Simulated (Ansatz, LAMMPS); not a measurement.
# Localised basis functions on glassy 46SiO2-16Al2O3-16BaO-16Li2O-5Sc2O3 (mol %) (121 atoms), part 2 of 3

Aim: test how closely localised support functions follow the reference on glassy 46SiO2-16Al2O3-16BaO-16Li2O-5Sc2O3 (mol %) (121 atoms), and at what cost. A setting counts as converged where the r.m.s. difference of forces stays under 1 % of the r.m.s. force.

Ansatz 0.2.0; Kohn-Sham DFT, PBE, PAW (set soft_2), plane waves.

The cell: 17 Si, 12 Al, 6 Ba, 12 Li, 4 Sc and 70 O. The quench rate of 30 K/ps is orders of magnitude faster than experiment. The starting topology of bonds comes from the classical model. The Brillouin zone is sampled at Γ only, in a cell whose shortest periodic width is 12 Å. Spin–orbit coupling is left out.

So far. Step 4 (Support functions low): Forces differ from the reference by 1.1 meV/Å r.m.s., 0.13 % of their size, well within a tolerance of 1 %; the energy by -4.1 meV/atom. It took roughly 5.0 times the reference's time (one timing each, with unlike analyses asked), in 14 cycles against 10.

### 5. Support functions medium

With localised support functions most steps grow linearly with size, though the diagonalisation grows faster unless the density matrix is cut; this run measures error and cost at this size. Besides, the program derives a nominal cutoff of 464 eV for this run, against the reference's 420.

This step: Kohn-Sham DFT, PBE, PAW (set soft_2), localised support functions (medium) (Ansatz 0.2.0).

Input file input.yaml:

```yaml
crystal:
  lattice:
    - [11.57411, 0.0, 0.0]
    - [0.0, 11.57411, 0.0]
    - [0.0, 0.0, 11.57411]
  atoms:
    [... the 121 atom lines of step 3 ...]
kpoints:
  mp_grid: { grid: [1, 1, 1] }
hamiltonian:
  xc: pbe
scf:
  occupations: { method: fixed }
  eigensolver: { kind: { support_functions: { accuracy: medium } } }
  max_iter: 150
output:
  forces: true
  eigenvalues: true
```

Command:

```
> ansatz run input.yaml --threads 8 --pin off --max-ram 15872MiB --backend cpu --events-out ev --progress --plain --runs-dir out
```

Log:

```text
[...]
Warning: basis.ecutwfc = 464 eV, auto-derived: no grid that the accuracy of the support functions lays serves the files at the lower one that their records recommend; a deck with other species or settings can derive another value
[...]
Crystal: 121 atoms, lattice volume = 1550.468 Å³
Basis set: ecut = 464 eV, 35273 PW (Γ), exchange–correlation on 180×180×180 points (8 copies of the dense FFT grid, shifted against one another)
Bands: 399, of which v1, the nominal top of the filled ones, is band 332 counted from 1 (331 counted from 0)
Symmetry: 1 space group operations
k-points: 1
[...]
SCF iter   1: F=—  HF=-103831.466867 eV  |F-HF|=—  |Δ(HF+E_count)|=         —  Δρ=1.21e-1  dr2=5.30e2  ethr=1.00e-1
[...]
SCF iter  15: F=—  HF=-103834.741892 eV  |F-HF|=—  |Δ(HF+E_count)|=   3.62e-3  Δρ=1.20e-5  dr2=7.20e-6  ethr=3.16e-9  κ⁻¹=6.0e-5(r=7)
SCF iter  16: F=-103834.741890 eV  HF=-103834.741891 eV  |F-HF|=7.40e-7  |Δ(HF+E_count)|=   1.33e-6  Δρ=6.35e-6  dr2=1.88e-6  ethr=1.08e-9
SCF 1 converged in 16 iterations: F = -103834.788179 eV  dr2 = 1.88e-6
[...]
SCF converged after 16 iterations
[...]
Free energy (F): -103834.788179 eV
[...]
Internal energy: -103834.788179 eV  (E = F + TS)
E sigma→0 (E₀):  -103834.788179 eV
Fermi energy:    4.869722 eV
[...]
Σ components = -103834.788179   (vs F -103834.788179, Δ=0.00e0)
--- Forces (eV/Å), atoms counted from 1 ---
  atom   1  Si    -0.63539594    -1.70256850     0.61590992
  atom   2  Si    -0.45173025    -1.24128964     0.32240672
  atom   3  Si     0.61862614    -0.11615929    -0.65861741
  atom   4  Si    -0.49483080     0.26261848     0.57556714
[...]
atom 121  O      0.74154292     0.49127684    -0.33521310
  max |Σ_I F_I| component: 5.42e-3 eV/Å
--- Band table (eV) ---
[...]
```

Run time: 2 min. Hardware: 8 threads of Arm Neoverse V1, shared host; peak memory 5.4 GiB.

Keys that differ from the reference: support_functions.accuracy = "medium" and scf.max_iter = 150.

Forces differ from the reference by 0.80 meV/Å r.m.s., 0.095 % of their size, well within a tolerance of 1 %; the energy by -4.1 meV/atom. It took roughly 5.5 times the reference's time (one timing each, with unlike analyses asked), in 16 cycles against 10.

### 6. Support functions medium, radius 3.06 Å

The radius confines each support function; a larger one gives more freedom and more work per atom.

input.yaml, the sections that differ from step 5:

```yaml
scf:
  occupations: { method: fixed }
  eigensolver: { kind: { support_functions: { accuracy: medium, radius: 3.06 } } }
  max_iter: 150
# crystal, kpoints, hamiltonian, output: as in step 5
```

Log:

```text
Warning: scf.eigensolver.kind.support_functions: disabling space-group detection — the functions' gradient is summed over unrotated k-points, so no spatial operation reduces the k-mesh or symmetrises the density; time reversal is kept, so that k and −k are solved as one point where they differ and the mesh holds both, and exact exchange and, on two spinor components, a DFT+U term hold to it where the run has them: [...]
Warning: basis.ecutwfc = 464 eV, auto-derived: no grid that the accuracy of the support functions lays serves the files at the lower one that their records recommend; a deck with other species or settings can derive another value
settings of this run that can trade accuracy for cost: scf.eigensolver.kind.support_functions [...]
Engine: ansatz 0.2.0, aarch64-unknown-linux-gnu
Pseudopotentials: kind: paw
Pseudopotential: Si, paw, valence charge 4, recommended cutoff 420 eV (normal), Si.paw.azcp
Pseudopotential: Al, paw, valence charge 3, recommended cutoff 420 eV (normal), Al.paw.azcp
Pseudopotential: Ba, paw, valence charge 10, recommended cutoff 420 eV (normal), Ba.paw.azcp
Pseudopotential: Li, paw, valence charge 3, recommended cutoff 420 eV (normal), Li.paw.azcp
Pseudopotential: Sc, paw, valence charge 11, recommended cutoff 420 eV (normal), Sc.paw.azcp
Pseudopotential: O, paw, valence charge 6, recommended cutoff 420 eV (normal), O.paw.azcp
[... 5 lines on functional and potentials left out ...]
Error: SCF: the radius of support functions is under 3.43 Å, the least for these sites at the functions' level (scf.eigensolver.kind.support_functions.accuracy). Use scf.eigensolver.kind: auto, or type scf.eigensolver.kind.support_functions.radius at least as long, [...]
```

Wall time 6.9 s (8 threads); peak memory 0.53 GiB.

The program refuses radii under 3.43 Å for these atoms at this level.

### 7. Support functions medium, radius 3.49 Å

The radius confines each support function; a larger one gives more freedom and more work per atom. Besides, the program derives a nominal cutoff of 464 eV for this run, against the reference's 420.

input.yaml, the sections that differ from step 6:

```yaml
scf:
  occupations: { method: fixed }
  eigensolver: { kind: { support_functions: { accuracy: medium, radius: 3.49 } } }
  max_iter: 150
# crystal, kpoints, hamiltonian, output: as in step 6
```

Log:

```text
[...]
Crystal: 121 atoms, lattice volume = 1550.468 Å³
Basis set: ecut = 464 eV, 35273 PW (Γ), exchange–correlation on 180×180×180 points (8 copies of the dense FFT grid, shifted against one another)
Bands: 399, of which v1, the nominal top of the filled ones, is band 332 counted from 1 (331 counted from 0)
Symmetry: 1 space group operations
k-points: 1
[...]
SCF iter   1: F=—  HF=-103830.604762 eV  |F-HF|=—  |Δ(HF+E_count)|=         —  Δρ=1.21e-1  dr2=5.30e2  ethr=1.00e-1
[...]
SCF iter  16: F=—  HF=-103834.731076 eV  |F-HF|=—  |Δ(HF+E_count)|=   3.79e-3  Δρ=1.01e-5  dr2=3.76e-6  ethr=1.17e-9  κ⁻¹=1.3e-4(r=7)
SCF iter  17: F=-103834.731075 eV  HF=-103834.731075 eV  |F-HF|=3.36e-7  |Δ(HF+E_count)|=   7.56e-7  Δρ=4.71e-6  dr2=1.05e-6  ethr=5.66e-10
SCF 1 converged in 17 iterations: F = -103834.788581 eV  dr2 = 1.05e-6
[...]
SCF converged after 17 iterations
[...]
Free energy (F): -103834.788581 eV
[...]
Internal energy: -103834.788581 eV  (E = F + TS)
E sigma→0 (E₀):  -103834.788581 eV
Fermi energy:    4.869650 eV
[...]
Σ components = -103834.788581   (vs F -103834.788581, Δ=0.00e0)
--- Forces (eV/Å), atoms counted from 1 ---
  atom   1  Si    -0.63522812    -1.70201528     0.61614533
  atom   2  Si    -0.45232202    -1.24065967     0.32247839
  atom   3  Si     0.61870173    -0.11597589    -0.65923429
  atom   4  Si    -0.49445348     0.26288408     0.57520951
[...]
atom 121  O      0.74125966     0.49152803    -0.33559617
  max |Σ_I F_I| component: 4.67e-3 eV/Å
--- Band table (eV) ---
[...]
```

The job ended after 1.9 min (8 threads; peak memory 5.2 GiB).

Keys that differ from the reference: support_functions.accuracy = "medium", support_functions.radius = 3.49 and scf.max_iter = 150.

Forces differ from the reference by 0.78 meV/Å r.m.s., 0.092 % of their size, well within a tolerance of 1 %; the energy by -4.1 meV/atom. It took roughly 5.3 times the reference's time (one timing each, with unlike analyses asked), in 17 cycles against 10.

### 8. Support functions medium, radius 3.75 Å

The radius confines each support function; a larger one gives more freedom and more work per atom. Besides, the program derives a nominal cutoff of 464 eV for this run, against the reference's 420.

input.yaml, the sections that differ from step 7:

```yaml
scf:
  occupations: { method: fixed }
  eigensolver: { kind: { support_functions: { accuracy: medium, radius: 3.75 } } }
  max_iter: 150
# crystal, kpoints, hamiltonian, output: as in step 7
```

Log:

```text
[...]
Crystal: 121 atoms, lattice volume = 1550.468 Å³
Basis set: ecut = 464 eV, 35273 PW (Γ), exchange–correlation on 180×180×180 points (8 copies of the dense FFT grid, shifted against one another)
Bands: 399, of which v1, the nominal top of the filled ones, is band 332 counted from 1 (331 counted from 0)
Symmetry: 1 space group operations
k-points: 1
[...]
SCF iter   1: F=—  HF=-103832.124063 eV  |F-HF|=—  |Δ(HF+E_count)|=         —  Δρ=1.21e-1  dr2=5.30e2  ethr=1.00e-1
[...]
SCF iter  15: F=—  HF=-103834.757090 eV  |F-HF|=—  |Δ(HF+E_count)|=   2.46e-3  Δρ=1.16e-5  dr2=6.54e-6  ethr=3.11e-9  κ⁻¹=5.9e-5(r=7)
SCF iter  16: F=-103834.757089 eV  HF=-103834.757089 eV  |F-HF|=8.35e-7  |Δ(HF+E_count)|=   1.03e-6  Δρ=6.41e-6  dr2=1.90e-6  ethr=9.85e-10
SCF 1 converged in 16 iterations: F = -103834.788843 eV  dr2 = 1.90e-6
[...]
SCF converged after 16 iterations
[...]
Free energy (F): -103834.788843 eV
[...]
Internal energy: -103834.788843 eV  (E = F + TS)
E sigma→0 (E₀):  -103834.788843 eV
Fermi energy:    4.869439 eV
[...]
Σ components = -103834.788843   (vs F -103834.788843, Δ=0.00e0)
--- Forces (eV/Å), atoms counted from 1 ---
  atom   1  Si    -0.63482584    -1.70262654     0.61625599
  atom   2  Si    -0.45246660    -1.24010981     0.32248943
  atom   3  Si     0.61900481    -0.11602729    -0.65891154
  atom   4  Si    -0.49562379     0.26267613     0.57524745
[...]
atom 121  O      0.74139004     0.49127283    -0.33515244
  max |Σ_I F_I| component: 4.87e-3 eV/Å
--- Band table (eV) ---
[...]
```

The job ended after 2.3 min (8 threads; peak memory 5.8 GiB; 17 min of CPU time).

Keys that differ from the reference: support_functions.accuracy = "medium", support_functions.radius = 3.75 and scf.max_iter = 150.

Forces differ from the reference by 0.72 meV/Å r.m.s., 0.085 % of their size, well within a tolerance of 1 %; the energy by -4.1 meV/atom. It took roughly 6.3 times the reference's time (one timing each, with unlike analyses asked), in 16 cycles against 10.

### 9. Changed: basis.ecutwfc = "44.1 Ry" and scf.lower_state_search = "light"

Changed here: basis.ecutwfc = "44.1 Ry" and scf.lower_state_search = "light".

This step: Kohn-Sham DFT, PBE, PAW (set soft_2), plane waves (Ansatz 0.2.0).

input.yaml, the sections that differ from step 8:

```yaml
scf:
  occupations: { method: fixed }
  lower_state_search: light
output:
  forces: true
  stress: true
  populations: intrinsic
  dos:
    method: { smearing: { sigma: 0.1 } }
    de: 0.1
    projected: { site_lists: { Al: [Al], Ba: [Ba], Li: [Li], O: [O], Sc: [Sc] } }
  eigenvalues: true
basis:
  ecutwfc: "44.1 Ry"
# crystal, kpoints, hamiltonian: as in step 8
```

Log:

```text
[...]
Crystal: 121 atoms, lattice volume = 1550.468 Å³
Basis set: ecut = 600.011067 eV, 51867 PW (Γ), exchange–correlation on 192×192×192 points (8 copies of the dense FFT grid, shifted against one another)
Bands: 453, of which v1, the nominal top of the filled ones, is band 332 counted from 1 (331 counted from 0)
Symmetry: 1 space group operations
[...]
k-points: 1
[...]
SCF iter   1: F=—  HF=-103834.666508 eV  |F-HF|=—  |Δ(HF+E_count)|=         —  Δρ=2.09e-3  dr2=7.38e-2  ethr=1.77e-3  ⟨swp⟩=4.0  Hψ=1721  notcnv=0  defer=113
[...]
SCF iter   9: F=—  HF=-103834.667064 eV  |F-HF|=—  |Δ(HF+E_count)|=   3.25e-7  Δρ=2.55e-6  dr2=1.07e-7  ethr=1.45e-10  ⟨swp⟩=2.0  Hψ=575  notcnv=0  defer=113
SCF iter  10: F=-103834.667064 eV  HF=-103834.667064 eV  |F-HF|=3.64e-9  |Δ(HF+E_count)|=   7.06e-8  Δρ=1.48e-6  dr2=3.45e-8  ethr=1.51e-11  ⟨swp⟩=21.0  Hψ=3536  notcnv=0
SCF 1 converged in 10 iterations: F = -103834.667064 eV  dr2 = 3.45e-8
[...]
SCF converged after 10 iterations
Free energy (F): -103834.667064 eV
[...]
Internal energy: -103834.667064 eV  (E = F + TS)
E sigma→0 (E₀):  -103834.667064 eV
Fermi energy:    4.869026 eV
[...]
Σ components = -103834.667064   (vs F -103834.667064, Δ=0.00e0)
--- Forces (eV/Å), atoms counted from 1 ---
  atom   1  Si    -0.63449492    -1.70205204     0.61664760
  atom   2  Si    -0.45212823    -1.23794916     0.32314524
  atom   3  Si     0.61958887    -0.11762651    -0.65986268
  atom   4  Si    -0.49424149     0.26270395     0.57380597
[...]
atom 121  O      0.74166968     0.49073022    -0.33536441
  max |Σ_I F_I| component: 4.58e-5 eV/Å
--- Stress (GPa, compression-positive) ---
        7.847945       0.578282      -0.731075
        0.578286       5.173918       0.992250
       -0.731077       0.992248       5.403965
  P = ⅓ Tr σ = 6.1419 GPa (61.419 kbar)
--- Band table (eV) ---
[...]
--- intrinsic populations: 121 sites ---
  site symbol       q [e]
     0     Si      2.2703
     1     Si      2.3462
     2     Si      2.3326
[...]
120      O      6.9277
  spilling = 0.000000 (of n_electrons = 664.000000)
```

Elapsed: 30 s, on 8 threads; peak memory 3.7 GiB.

Forces differ from the reference by 0.44 meV/Å r.m.s., 0.052 % of their size, well within a tolerance of 1 %; the energy by -3.1 meV/atom.

### 10. What each setting buys

Differences are against the plane-wave reference (Kohn-Sham DFT, PBE, PAW (set soft_2), plane waves), whose r.m.s. force component is 0.845 eV/Å. Energies are set beside the reference only for runs with its functional, potentials and electron count. Times are for 8 threads of Arm Neoverse V1, shared host. The reference's time includes the DOS, the stress and grids, which some other runs skip.

```csv
run,"Δ force, r.m.s. (meV/Å)",share of r.m.s. force (%),Δ energy (meV/atom),Δ pressure (GPa),Δ gap (eV),cycles,time,host memory (GiB)
reference,-,-,-,-,-,10,22 s,2.4
support functions low,1.06,0.125,-4.06,-,-9.0e-4,14,1.8 min,5.4
support functions medium,0.804,0.0951,-4.06,-,-0.001,16,2 min,5.4
"support functions medium, radius 3.49 Å",0.777,0.092,-4.06,-,-9.0e-4,17,1.9 min,5.2
"support functions medium, radius 3.75 Å",0.716,0.0847,-4.07,-,-6.0e-4,16,2.3 min,5.8
basis.ecutwfc = "44.1 Ry" and scf.lower_state_search = "light",0.436,0.0516,-3.06,-1.0e-4,2.0e-4,10,30 s,3.7
```

### 11. The reference in detail

With the settings judged, the reference run is read for its physics.

Length of the force by element and coordination:

| element | coordination | atoms | mean length of the force (eV/Å) | spread | least | most |
| --- | --- | --- | --- | --- | --- | --- |
| Al | all | 12 | 0.966 | 0.409 | 0.287 | 1.71 |
| Ba | all | 6 | 0.536 | 0.177 | 0.258 | 0.802 |
| Li | all | 12 | 0.475 | 0.282 | 0.0661 | 1.05 |
| O | all | 70 | 1.58 | 0.670 | 0.382 | 3.12 |
| Sc | all | 4 | 0.981 | 0.219 | 0.623 | 1.21 |
| Si | all | 17 | 1.28 | 0.415 | 0.571 | 2.02 |

Löwdin charges by element and coordination (they lack the spilled electrons, 0.061 e an atom on average):

```
element  coordination  atoms  mean charge (e)  spread  least    most
     Al           all     12             1.24   0.041   1.15    1.31
     Ba           all      6             1.90  0.0102   1.89    1.91
     Li           all     12            0.791  0.0204  0.759   0.829
      O           all     70           -0.887  0.0715  -1.12  -0.780
     Sc           all      4             1.28  0.0264   1.25    1.32
     Si           all     17             1.68  0.0342   1.62    1.75
```

Density of states as counts of states in windows of 1 eV (from the Fermi level), total and the larger projections:

```
from (eV)  to (eV)  total   O p  Sc d  Ba p
      -14      -12    0.0   0.0   0.0   0.0
      -12      -11   23.4   0.5   0.0  22.5
      -11      -10   12.6   0.5   0.0  11.8
      -10       -9    2.0   1.3   0.0   0.0
       -9       -8    8.6   5.8   0.0   0.0
       -8       -7   13.0   9.1   0.0   0.0
       -7       -6   17.8  13.2   0.1   0.1
       -6       -5   29.7  22.7   0.3   0.1
       -5       -4   47.7  37.6   0.8   0.1
       -4       -3   70.4  59.6   1.0   0.2
       -3       -2   84.5  76.1   1.4   0.3
       -2       -1   91.7  85.8   1.1   0.2
       -1        0   53.7  51.3   0.3   0.1
        0        1    1.0   0.9   0.0   0.0
        1        3    0.0   0.0   0.0   0.0
        3        4    4.3   0.3   2.1   0.0
        4        5   26.5   2.0  16.9   0.0
```

The curve was stored every 0.100 eV, coarse against its broadening of 0.08 eV, so these counts are rough.

With fixed occupations the program's Fermi level is the highest filled level; weight inside the gap is the broadening of levels at its edges.

Between -26 and -14 eV lie 146 more states.

Not all projections were asked for or kept, so they needn't add up to the total.

The levels nearest the highest filled one (over half full), pooled over k-points and spins:

| level less the highest filled one (eV) | occupation |
| --- | --- |
| -0.368 | 2 |
| -0.357 | 2 |
| -0.286 | 2 |
| -0.237 | 2 |
| -0.226 | 2 |
| 0 | 2 |
| 3.75 | 0 |
| 3.89 | 0 |
| 4.05 | 0 |
| 4.13 | 0 |
| 4.23 | 0 |
| 4.34 | 0 |

Valence density in the ac plane at fractional y = 0.287, with atoms of Si and Al and Li and Sc and O within 0.2 Å of it. It is the smooth field of the valence electrons, not physical close to the nuclei.

Ten steps, logarithmic in the rise over the least value, from '0' (0.0 e/Å³) to '9' (6.6 e/Å³), each cell a mean:
```
223576536898635675321111222235553
125899746999745776421112344344543
124788644787433554321112344323332
113454322333211222233221233322332
111222112333211112355532123444332
101111112333222222467642112444321
001122111222234433355532112333210
222222111222345543223221001111111
543211123333245432111110000000134
665321246765322221000000000001356
665421369996311000000000111101356
654311358985210000001112344321245
332100134542100000168733688642123
110000011211000000168734799742111
110000000111100011223213577642222
211011001222210012221001234322333
211233221233211112221001232111333
113577642222111133332112454321221
014799752111001245553223565432110
013577642110001345554223455321000
001233321111001234443112333210000
000011111222100112221114762000000
000000011222111111111116984011111
111222212455322343210013652123432
```
Columns run along a (11.6 Å), rows up along c (11.6 Å). Atoms in or near the plane, at fractional coordinates: Si at (0.87, 0.86), Al at (0.85, 0.30), Li at (0.62, 0.45), Li at (0.74, 0.06), Sc at (0.31, 0.94), O at (0.14, 0.92), O at (0.28, 0.54).

(Continued in part 3 of 3.)

[Long decimals in the printed logs are rounded to 6 places.]

[Logs are printed without paths, hosts, clocks, repeated set-up lines and the standing remarks that a program may print on its own settings, such as how far it seeks lower states.]

[Hosts, paths, dates, database ids (printed as entryN), source tags and the programs' standing remarks are cut or masked in the printed files.]
